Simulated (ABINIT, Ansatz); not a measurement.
# Bismuth (R-3m): zone-centre phonons, part 2 of 2

Which modes does Bismuth (R-3m) have at the zone centre?

ABINIT 10.8.3; DFT LDA, scalar-relativistic, plane waves, HGH norm-conserving pseudopotentials.

So far. Step 2 (Relaxation): The volume changes by +0.3 % from the cell with which this run began. The relaxed cell has a = 4.474, c = 11.602 Å (conventional setting).

The database entry behind the starting cell lists a temperature near 78 K, so it need not match the best structure at ambient conditions.

### Step 4. Zone-centre response

At q = 0 one unit cell holds all displacements. The response is solved for single atoms along the cell's directions, and symmetry skips those that follow from others. The crystal is treated as a metal, which screens a static field, so no field response is asked.

Contents of dfpt_gamma.abi:

```

# common to the responses
getwfk_filepath "gso_WFK"
kptopt 2
nqpt 1
qpt 0.0 0.0 0.0
asr 0
chneut 0

# displacements
rfphon 1
rfatpol 1 2
rfdir 1 1 1
tolvrs 1.0d-10
prtwf 0

# basis, mesh and filling
ecut 20.0
ixc 7
ngkpt 10 10 10
nshiftk 1
shiftk 0.0 0.0 0.0
istwfk *1
occopt 7
tsmear 0.01
nband 11
nstep 100
diemac 1000000.0
prtebands 0
prtgsr 0
useylm 1

# cell and atoms
acell 3*1.0 Angstrom
rprim 
    2.237037919 1.291554445 3.867402923
    -2.237037919 1.291554445 3.867402923
    0.0 -2.583108889 3.867402923
ntypat 1
znucl 83
natom 2
typat 1 1
xred 
    0.2354580032 0.2354580032 0.2354580032
    0.7645419968 0.7645419968 0.7645419968
pp_dirpath "./pseudo"
pseudos "Bi.hgh"
```

Command:

```
$ OMP_NUM_THREADS=1 mpirun -n 4 abinit dfpt_gamma.abi > dfpt_gamma.log
```

Numbers of over 12 decimals in the logs are rounded to 6 here.

dfpt_gamma.abo, the main output file:

```text
[banners, grids, parts of the stress and lines that vanish by symmetry left out]
- input  file    -> dfpt_gamma.abi
- output file    -> dfpt_gamma.abo
- root for input  files -> dfpt_gammai
- root for output files -> dfpt_gammao

 Symmetries : space group R-3 m (#166); Bravais hR (rhombohedral)
================================================================================
 Values of the parameters that define the memory need of the present run (RF).
     intxc =       0      iscf =       7    lmnmax =      14     lnmax =       6
     mgfft =      36  mpssoang =       3    mqgrid =    3001     natom =       2
  nloc_mem =       1    nspden =       1   nspinor =       1    nsppol =       1
      nsym =      12    n1xccc =       0    ntypat =       1    occopt =       7
   xclevel =       1
-    mband =          11        mffmem =           1         mkmem =         126
-   mkqmem =         126        mk1mem =         126           mpw =        1964
      nfft =       46656          nkpt =         504
- my_mband =          11
================================================================================
================================================================================

--------------------------------------------------------------------------------
------------- Echo of variables that govern the present computation ------------
--------------------------------------------------------------------------------
-
- outvars: echo of selected default values
-   iomode0 =  0 , fftalg0 =312 , wfoptalg0 =  0
-
- outvars: echo of global parameters not present in the input file
-  max_nthreads =    1
-
 -outvars: echo values of preprocessed input variables
 [... echo left out ...]
================================================================================

 chkinp: Checking input parameters for consistency.

================================================================================
== DATASET  1 ==================================================================
-   mpi_nproc: 4, omp_nthreads: 1 (-1 if OMP is not activated)

--- !DatasetInfo
iteration_state: {dtset: 1, }
dimensions: {natom: 2, nkpt: 504, mband: 11, nsppol: 1, nspinor: 1, nspden: 1, mpw: 1964, }
cutoff_energies: {ecut:  20.0, pawecutdg:  -1.0, }
electrons: {nelect:   1.00000000E+01, charge:   0.00000000E+00, occopt:   7.00000000E+00, tsmear:   1.00000000E-02, }
meta: {optdriver: 1, rfphon: 1, }
...

 mkfilename: getwfk from: gso_WFK

 Exchange-correlation functional for the present dataset will be:
  LDA: Perdew-Wang 92 LSD fit to Ceperley-Alder data - ixc=7
 Citation for XC functional:
  J.P.Perdew and Y.Wang, PRB 45, 13244 (1992)

 Real(R)+Recip(G) space primitive vectors, cartesian coordinates (Bohr,Bohr^-1):
 R(1)=  4.2273890  2.4406842  7.3083323  G(1)=  0.1182763  0.0682869  0.0456100
 R(2)= -4.2273890  2.4406842  7.3083323  G(2)= -0.1182763  0.0682869  0.0456100
 R(3)=  0.0000000 -4.8813684  7.3083323  G(3)=  0.0000000 -0.1365737  0.0456100
 Unit cell volume ucvol=  4.5243202E+02 bohr^3
 Angles (23,13,12)=  5.75025493E+01  5.75025493E+01  5.75025493E+01 degrees
 setup1 : take into account q-point for computing boxcut.

 getcut: wavevector=  0.0000  0.0000  0.0000  ngfft=  36  36  36
         ecut(hartree)=     20.000   => boxcut(ratio)=   2.03542

--- Pseudopotential description ------------------------------------------------
- pspini: atom type   1  psp file is ./pseudo/Bi.hgh

   6.95894311E+02                                ecore*ucvol(ha*bohr**3)
--------------------------------------------------------------------------------

 ==>  initialize data related to q vector <==

 The list of irreducible perturbations for this q vector is:
    1)    idir= 1    ipert=   1

================================================================================

 The perturbation idir=   2  ipert=   1 is
 symmetric of a previously calculated perturbation.
 So, its SCF calculation is not needed.

 The perturbation idir=   3  ipert=   1 is
 symmetric of a previously calculated perturbation.
 So, its SCF calculation is not needed.

 The perturbation idir=   1  ipert=   2 is
 symmetric of a previously calculated perturbation.
 So, its SCF calculation is not needed.

 The perturbation idir=   2  ipert=   2 is
 symmetric of a previously calculated perturbation.
 So, its SCF calculation is not needed.

 The perturbation idir=   3  ipert=   2 is
 symmetric of a previously calculated perturbation.
 So, its SCF calculation is not needed.

--------------------------------------------------------------------------------
 Perturbation wavevector (in red.coord.)   0.000000  0.000000  0.000000
 Perturbation : displacement of atom   1   along direction   1
 Found     2 symmetries that leave the perturbation invariant.

--------------------------------------------------------------------------------

--------------------------------------------------------------------------------

 dfpt_looppert : total number of electrons, from k and k+q
  fully or partially occupied states are    1.000000E+01 and    1.000000E+01.
 Initialisation of the first-order wave-functions :
  ireadwf=   0

--- !BeginCycle
iteration_state: {dtset: 1, }
solver: {iscf: 7, nstep: 100, nline: 4, wfoptalg: 0, }
tolerances: {tolvrs: 1.00E-10, }
...

     iter   2DEtotal(Ha)        deltaE(Ha) residm    vres2
-ETOT  1   21.448997201935     -1.210E+02 4.723E-01 5.260E+04
 ETOT  2   3.138151     -1.831E+01 3.043E-02 1.268E+03
 ETOT  3   2.736581     -4.016E-01 5.738E-03 4.749E+01
 ETOT  4   2.717916     -1.866E-02 4.442E-04 2.702E+00
 ETOT  5   2.716955     -9.606E-04 2.370E-05 2.506E-02
 ETOT  6   2.716950     -5.291E-06 2.935E-06 1.585E-03
 ETOT  7   2.716949     -3.451E-07 2.056E-07 2.293E-05
 ETOT  8   2.716949     -4.990E-09 2.732E-08 3.811E-07
 ETOT  9   2.716949     -8.535E-11 2.299E-09 3.821E-09
 ETOT 10   2.716949     -6.821E-13 3.188E-10 3.992E-11

 At SCF step   10       vres2   =  3.99E-11 < tolvrs=  1.00E-10 =>converged.
================================================================================

 Mean square residual over all n,k,spin=   12.607E-14; max=  31.880E-11

 Thirteen components of 2nd-order total energy (hartree) are
 1,2,3: 0th-order hamiltonian combined with 1st-order wavefunctions
     kin0=   1.14559258E+02 eigvalue=   8.42341271E+00  local=  -2.62966597E+01
 4,5,6: 1st-order hamiltonian combined with 1st and 0th-order wfs
 loc psp =  -1.57059678E+02  Hartree=   2.60163537E+01     xc=  -1.39922770E+01
 note that "loc psp" includes a xc core correction that could be resolved
 7,8,9: eventually, occupation + non-local contributions
    edocc=   1.50185668E+01     enl0=   1.59637065E+01   enl1=  -1.22325044E+02
 1-9 gives the relaxation energy (to be shifted if some occ is /=2.0)
   erelax=  -1.39692361E+02
 10,11,12 Non-relaxation  contributions : frozen-wavefunctions and Ewald
 fr.local=   6.39929445E+01 fr.nonlo=   6.04675617E+01  Ewald=   1.79488046E+01
 13,14 Frozen wf xc core corrections (1) and (2)
 frxc 1  =   0.00000000E+00  frxc 2 =   0.00000000E+00
 Resulting in :
 2DEtotal=    0.2716949422E+01 Ha. Also 2DEtotal=    0.739319601424E+02 eV
    (2DErelax=   -1.3969236131E+02 Ha. 2DEnonrelax=    1.4240931073E+02 Ha)
    (  non-var. 2DEtotal :    2.7169494958E+00 Ha)

================================================================================

 ---- first-order wavefunction calculations are completed ----

 ==> Compute Derivative Database <==

  2nd-order matrix (non-cartesian coordinates, masses not included,
   asr not included )
     j1       j2             matrix element
  dir pert dir pert     real part     imaginary part

   1    1   1    1         2.7169494956         0.0000000000
   1    1   2    1         2.0074609920         0.0000000000
   1    1   3    1         2.0074609941         0.0000000000
   1    1   1    2        -2.7169765355         0.0000000000
   1    1   2    2        -2.0074992429         0.0000000000
   1    1   3    2        -2.0074992450        -0.0000000000

   2    1   1    1         2.0074609920         0.0000000000
   2    1   2    1         2.7169494956         0.0000000000
   2    1   3    1         2.0074609941         0.0000000000
   2    1   1    2        -2.0074992429         0.0000000000
   2    1   2    2        -2.7169765355        -0.0000000000
   2    1   3    2        -2.0074992450         0.0000000000

   3    1   1    1         2.0074609941         0.0000000000
   3    1   2    1         2.0074609941         0.0000000000
   3    1   3    1         2.7169494928         0.0000000000
   3    1   1    2        -2.0074992450        -0.0000000000
   3    1   2    2        -2.0074992450         0.0000000000
   3    1   3    2        -2.7169765327        -0.0000000000

   1    2   1    1        -2.7169765355        -0.0000000000
   1    2   2    1        -2.0074992429        -0.0000000000
   1    2   3    1        -2.0074992450         0.0000000000
   1    2   1    2         2.7169494956         0.0000000000
   1    2   2    2         2.0074609920         0.0000000000
   1    2   3    2         2.0074609941         0.0000000000

   2    2   1    1        -2.0074992429        -0.0000000000
   2    2   2    1        -2.7169765355         0.0000000000
   2    2   3    1        -2.0074992450        -0.0000000000
   2    2   1    2         2.0074609920         0.0000000000
   2    2   2    2         2.7169494956         0.0000000000
   2    2   3    2         2.0074609941         0.0000000000

   3    2   1    1        -2.0074992450         0.0000000000
   3    2   2    1        -2.0074992450        -0.0000000000
   3    2   3    1        -2.7169765327         0.0000000000
   3    2   1    2         2.0074609941         0.0000000000
   3    2   2    2         2.0074609941         0.0000000000
   3    2   3    2         2.7169494928         0.0000000000

  Dynamical matrix, in cartesian coordinates,
   if specified in the inputs, asr has been imposed
     j1       j2             matrix element
  dir pert dir pert     real part    imaginary part

   1    1   1    1         0.0198504767         0.0000000000
   1    1   2    1         0.0000000000         0.0000000000
   1    1   3    1        -0.0000000000         0.0000000000
   1    1   1    2        -0.0198501630        -0.0000000000
   1    1   2    2        -0.0000000000         0.0000000000
   1    1   3    2         0.0000000000         0.0000000000

   2    1   1    1         0.0000000000         0.0000000000
   2    1   2    1         0.0198504766         0.0000000000
   2    1   3    1         0.0000000000         0.0000000000
   2    1   1    2        -0.0000000000         0.0000000000
   2    1   2    2        -0.0198501629        -0.0000000000
   2    1   3    2        -0.0000000000         0.0000000000

   3    1   1    1        -0.0000000000         0.0000000000
   3    1   2    1         0.0000000000         0.0000000000
   3    1   3    1         0.0420124477         0.0000000000
   3    1   1    2         0.0000000000         0.0000000000
   3    1   2    2        -0.0000000000         0.0000000000
   3    1   3    2        -0.0420130939        -0.0000000000

   1    2   1    1        -0.0198501630         0.0000000000
   1    2   2    1        -0.0000000000        -0.0000000000
   1    2   3    1         0.0000000000        -0.0000000000
   1    2   1    2         0.0198504767         0.0000000000
   1    2   2    2         0.0000000000         0.0000000000
   1    2   3    2        -0.0000000000         0.0000000000

   2    2   1    1        -0.0000000000        -0.0000000000
   2    2   2    1        -0.0198501629         0.0000000000
   2    2   3    1        -0.0000000000        -0.0000000000
   2    2   1    2         0.0000000000         0.0000000000
   2    2   2    2         0.0198504766         0.0000000000
   2    2   3    2         0.0000000000         0.0000000000

   3    2   1    1         0.0000000000        -0.0000000000
   3    2   2    1        -0.0000000000        -0.0000000000
   3    2   3    1        -0.0420130939         0.0000000000
   3    2   1    2        -0.0000000000         0.0000000000
   3    2   2    2         0.0000000000         0.0000000000
   3    2   3    2         0.0420124477         0.0000000000

  Phonon wavevector (reduced coordinates) :  0.00000  0.00000  0.00000
 Phonon energies in Hartree :
  -1.302403E-06  9.074090E-07  9.074120E-07  3.228241E-04  3.228241E-04
   4.696484E-04
 Phonon frequencies in cm-1    :
- -2.858444E-01  1.991532E-01  1.991539E-01  7.085170E+01  7.085170E+01
-  1.030759E+02

== END DATASET(S) ==============================================================
================================================================================

 -outvars: echo values of variables after computation
            acell      1.8897261259E+00  1.8897261259E+00  1.8897261259E+00 Bohr
           etotal      2.7169494224E+00
            fcart      0.0000000000E+00  0.0000000000E+00  0.0000000000E+00
           strten      0.0000000000E+00  0.0000000000E+00  0.0000000000E+00
================================================================================
```

Run time: 55 s. Hardware: 4 MPI ranks of Intel Xeon at 2.70GHz, shared host; 3.7 min of CPU time.

Numbers from this step:

* largest acoustic frequency at the zone centre before the sum rule: -0.29 cm⁻¹
* highest optical zone-centre mode (no LO-TO term): 103.1 cm⁻¹
* lowest optical zone-centre mode: 70.85 cm⁻¹

The acoustic modes at Γ come out as far as 0.3 cm⁻¹ from zero, where they should vanish, a small numerical error.

### Step 5. Zone-centre analysis

anaddb reads the merged derivatives and imposes the acoustic sum rule.

Contents of anaddb.abi:

```
ddb_filepath "gamma_DDB"
output_file "anaddb.abo"
outdata_prefix "anaddb"
asr 1
chneut 1
enunit 2
eivec 1
nph1l 1
qph1l 0.0 0.0 0.0 1.0
```

Contents of mrgddb.in:

```
gamma_DDB
merged
2
dfpt_gammao_DDB
gso_DDB
```

Command:

```
$ mrgddb < mrgddb.in > mrgddb.log
$ OMP_NUM_THREADS=1 anaddb anaddb.abi > anaddb.log
```

anaddb.abo, the main output file:

```text
-outvars_anaddb: echo values of input variables ----------------------

 Miscellaneous information :
      enunit         2
       eivec         1
         asr         1
 First list of wavevector (reduced coord.) :
       nph1l         1
       qph1l
                     0.00000000E+00  0.00000000E+00  0.00000000E+00    1.000E+00

================================================================================

 read the DDB information and perform some checks

  ==== Info on the Cryst% object ====
 Real(R)+Recip(G) space primitive vectors, cartesian coordinates (Bohr,Bohr^-1):
 R(1)=  4.2273890  2.4406842  7.3083323  G(1)=  0.1182763  0.0682869  0.0456100
 R(2)= -4.2273890  2.4406842  7.3083323  G(2)= -0.1182763  0.0682869  0.0456100
 R(3)=  0.0000000 -4.8813684  7.3083323  G(3)=  0.0000000 -0.1365737  0.0456100
 Unit cell volume ucvol=  4.5243202E+02 bohr^3
 Angles (23,13,12)=  5.75025493E+01  5.75025493E+01  5.75025493E+01 degrees
 Time-reversal symmetry is present
 Reduced atomic positions [iatom, xred, symbol]:
    1)    0.2354580  0.2354580  0.2354580  Bi
    2)    0.7645420  0.7645420  0.7645420  Bi

 DDB file with 3 blocks has been read.

================================================================================

 Treat the first list of vectors

  Phonon wavevector (reduced coordinates) :  0.00000  0.00000  0.00000
 Phonon energies in Hartree :
   0.000000E+00  0.000000E+00  0.000000E+00  3.228228E-04  3.228228E-04
   4.696502E-04
 Phonon energies in meV     :
-  0.000000E+00  0.000000E+00  0.000000E+00  8.784457E+00  8.784457E+00
-  1.277983E+01
 Phonon frequencies in cm-1    :
-  0.000000E+00  0.000000E+00  0.000000E+00  7.085142E+01  7.085142E+01
-  1.030763E+02
 Phonon frequencies in Thz     :
-  0.000000E+00  0.000000E+00  0.000000E+00  2.124072E+00  2.124072E+00
-  3.090150E+00
 Phonon energies in Kelvin  :
-  0.000000E+00  0.000000E+00  0.000000E+00  1.019394E+02  1.019394E+02
-  1.483038E+02

 Eigendisplacements
 (will be given, for each mode : in cartesian coordinates
   for each atom the real part of the displacement vector,
   then the imaginary part of the displacement vector - absolute values smaller than 1.0d-7 are set to zero)
  Mode number    1   Energy    0.000000E+00
 Attention : low frequency mode.
   (Could be unstable or acoustic mode)
-  1  0.00000000E+00  0.00000000E+00  1.14565065E-03
-     0.00000000E+00  0.00000000E+00  0.00000000E+00
-  2  0.00000000E+00  0.00000000E+00  1.14565065E-03
-     0.00000000E+00  0.00000000E+00  0.00000000E+00
  Mode number    2   Energy    0.000000E+00
 Attention : low frequency mode.
   (Could be unstable or acoustic mode)
-  1  0.00000000E+00  1.14565065E-03  0.00000000E+00
-     0.00000000E+00  0.00000000E+00  0.00000000E+00
-  2  0.00000000E+00  1.14565065E-03  0.00000000E+00
-     0.00000000E+00  0.00000000E+00  0.00000000E+00
  Mode number    3   Energy    0.000000E+00
 Attention : low frequency mode.
   (Could be unstable or acoustic mode)
-  1  1.14565065E-03  0.00000000E+00  0.00000000E+00
-     0.00000000E+00  0.00000000E+00  0.00000000E+00
-  2  1.14565065E-03  0.00000000E+00  0.00000000E+00
-     0.00000000E+00  0.00000000E+00  0.00000000E+00
  Mode number    4   Energy    3.228228E-04
-  1  1.14565065E-03  0.00000000E+00  0.00000000E+00
-     0.00000000E+00  0.00000000E+00  0.00000000E+00
-  2 -1.14565065E-03  0.00000000E+00  0.00000000E+00
-     0.00000000E+00  0.00000000E+00  0.00000000E+00
  Mode number    5   Energy    3.228228E-04
-  1  0.00000000E+00 -1.14565065E-03  0.00000000E+00
-     0.00000000E+00  0.00000000E+00  0.00000000E+00
-  2  0.00000000E+00  1.14565065E-03  0.00000000E+00
-     0.00000000E+00  0.00000000E+00  0.00000000E+00
  Mode number    6   Energy    4.696502E-04
;  1  0.00000000E+00  0.00000000E+00  1.14565065E-03
;     0.00000000E+00  0.00000000E+00  0.00000000E+00
;  2  0.00000000E+00  0.00000000E+00 -1.14565065E-03
;     0.00000000E+00  0.00000000E+00  0.00000000E+00

 Analysis of degeneracies and characters (maximum tolerance=1.00E-06 a.u.)
 For each vibration mode, or group of modes if degenerate,
 the characters are given for each symmetry operation (see the list in the log file).
 Symmetry characters of vibration mode #   1
       degenerate with vibration modes #   2 to    3
  3.0 -3.0  1.0 -1.0 -0.0  0.0  1.0 -1.0 -0.0  0.0  1.0 -1.0
 Symmetry characters of vibration mode #   4
        degenerate with vibration mode #   5
  2.0  2.0  0.0  0.0 -1.0 -1.0 -0.0 -0.0 -1.0 -1.0 -0.0 -0.0
 Symmetry characters of vibration mode #   6
  1.0  1.0  1.0  1.0  1.0  1.0  1.0  1.0  1.0  1.0  1.0  1.0
-
```

Wall time 0.76 s (1 thread).

No LO-TO term; unit eigenvectors of the mass-weighted matrix, from anaddb's displacements. Modes at Γ:

```csv
mode,frequency (cm⁻¹)
1,0.0
2,0.0
3,0.0
4,70.9
5,70.9
6,103.1
```

Displacements in mode 5 (70.9 cm⁻¹), the largest set to 1:
```
Bi1  0.00 -1.00  0.00
Bi2  0.00  1.00  0.00
```

Displacements in mode 6 (103.1 cm⁻¹), the largest set to 1:
```
Bi1  0.00  0.00  1.00
Bi2  0.00  0.00 -1.00
```

The rule moves no optical mode by more than 0.1 cm⁻¹.

### Step 6. What came out

```
space group after relaxation                                           : R-3m
volume per atom                                                        : 33.5 Å³
highest optical zone-centre mode (no LO-TO term)                       : 103.1 cm⁻¹
lowest optical zone-centre mode                                        : 70.8 cm⁻¹
imaginary optical modes at the zone centre (no q mesh in this session) : none
```

What this shows: At the LDA level the optical modes of Bismuth (R-3m) at the zone centre run from 71 to 103 cm⁻¹. These are harmonic frequencies at zero temperature: anharmonic shifts and linewidths and thermal expansion are left out. Spin-orbit coupling is left out, which can matter for the heavy elements here. The HGH files keep few electrons and have no core correction, which is cheap but rough for Bi. In a metal the frequencies hang on the k mesh and the smearing, most of all near Kohn anomalies.

Computed beside measured:

```
              quantity  measured  LDA norm-conserving, ABINIT
 Raman mode, Eg (cm⁻¹)        69                  71 (+2.8 %)
Raman mode, A1g (cm⁻¹)      94.5                 103 (+9.1 %)
```

Measured values from pmc:9323643 (2022).

How well it matches: The Raman mode is off by +2.8 %: good agreement. The Raman mode is off by +9.1 %: a clear miss. The grades are ours: good and fair within 3 and 7 % for the Raman mode. For Raman mode the calculation has a static lattice, without zero-point motion or thermal expansion.

[Host names and launcher messages were left out of these logs when they were recorded.]

[Logs are printed without paths, hosts, clocks, repeated set-up lines and the standing remarks that a program may print on its own settings, such as how far it seeks lower states.]

[Hosts, paths, dates, database ids (printed as entryN), source tags and the programs' standing remarks are cut or masked in the printed files.]
